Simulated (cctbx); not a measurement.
# Occupancies in Fe2SO2

Cell a = 8.1360 Å, b = 5.5920 Å, c = 5.8000 Å, α = 90.00°, β = 90.00°, γ = 90.00°; space group Pbcn (no. 60); nominal formula Fe2SO2.

Simulated single-crystal data (cctbx): Mo Kα, λ = 0.71073 Å, to d = 0.75 Å, 70 % of the full sphere, strongest reflection 40000 counts, noise from counting, a 6 % proportional error and a noise floor of 8 counts (s.d.); no absorption.

With every site full:

```text
Rint 0.045, 326 unique reflections to 0.75 A
cycle     R1     wR2    GooF  max shift (A)
   1  0.1506  0.4116  10.698   0.00255
   2  0.0196  0.0521   1.353   0.00003
final R1 0.0196 wR2 0.0521 GooF 1.353  parameters 23  data/parameter 14.2
atom        x        y        z      Ueq    occ   su(xyz)  su(Uiso or U11)
Fe1    0.10828  0.75886  0.03324   0.0104  1.000  0.00006  0.0002
S1     0.50000  0.45197  0.75000   0.0251  1.000  0.00016  0.0004
O2     0.84570  0.60816  0.09120   0.0305  1.000  0.00039  0.0010
difference map: max 0.43 min -0.48 rms 0.13
Q1    0.0000  0.3140  0.2500    4    0.44  1.49 A from S1
Q2    0.2320  0.1684  0.7478    8    0.37  1.65 A from Fe1
Q3    0.1130  0.4272  0.8480    8    0.36  0.53 A from O2
Q4    0.0000  0.2700  0.7500    4    0.36  1.54 A from Fe1
Q5    0.1509  0.2866  0.9359    8    0.35  0.61 A from O2
Q6    0.0625  0.3689  0.7242    8    0.35  1.31 A from O2
```

With the occupancies of the suspect sites free, each still typed as its main element:

```text
Rint 0.045, 326 unique reflections to 0.75 A
cycle     R1     wR2    GooF  max shift (A)
   1  0.1623  0.4054  10.573   0.00122
   5  0.0166  0.0378   0.985   0.00003
final R1 0.0166 wR2 0.0377 GooF 0.984  parameters 25  data/parameter 13.0
atom        x        y        z      Ueq    occ   su(xyz)  su(Uiso or U11)
Fe1    0.10833  0.75882  0.03318   0.0112  1.000  0.00005  0.0002
S1     0.50000  0.45187  0.75000   0.0229  0.938  0.00011  0.0004
O2     0.84583  0.60832  0.09098   0.0338  1.040  0.00028  0.0008
su of occupancy S1: 0.005
su of occupancy O2: 0.008
difference map: max 0.45 min -0.41 rms 0.12
Q1    0.0000  0.3098  0.2500    4    0.45  1.46 A from S1
Q2    0.2338  0.1671  0.7482    8    0.37  1.66 A from Fe1
Q3    0.2300  0.2308  0.1748    8    0.36  1.56 A from Fe1
Q4    0.0609  0.3674  0.7246    8    0.33  1.32 A from O2
Q5    0.0326  0.2435  0.9343    8    0.32  1.16 A from Fe1
Q6    0.2259  0.3742  0.7598    8    0.32  1.05 A from O2
```

**Question.** What is the disorder?

X-rays count electrons. S1 refines to 0.938(0.005), or 15.0 electrons; the site truly holds 0.9 S and 0.1 O, 15.2 electrons, which is 0.950 of S; O2 refines to 1.040(0.008), or 8.3 electrons; the site truly holds 0.95 O and 0.05 S, 8.4 electrons, which is 1.050 of O. A value under 1 can't tell vacancies from a lighter guest, and one over 1 needs a heavier guest; chemistry or a second radiation must settle which. Occupancy correlates with U and the scale, and the two elements' form factors differ in shape, so the match is approximate.

Freeing them takes R1 from 0.0196 to 0.0166 and GooF from 1.35 to 0.98.

The model is made up (kin elements in a known structure type, no relaxation), so it says nothing on whether the phase exists.

[Middle refinement cycles are left out of these outputs.]

[Logs are printed without paths, hosts, clocks, repeated set-up lines and the standing remarks that a program may print on its own settings, such as how far it seeks lower states.]
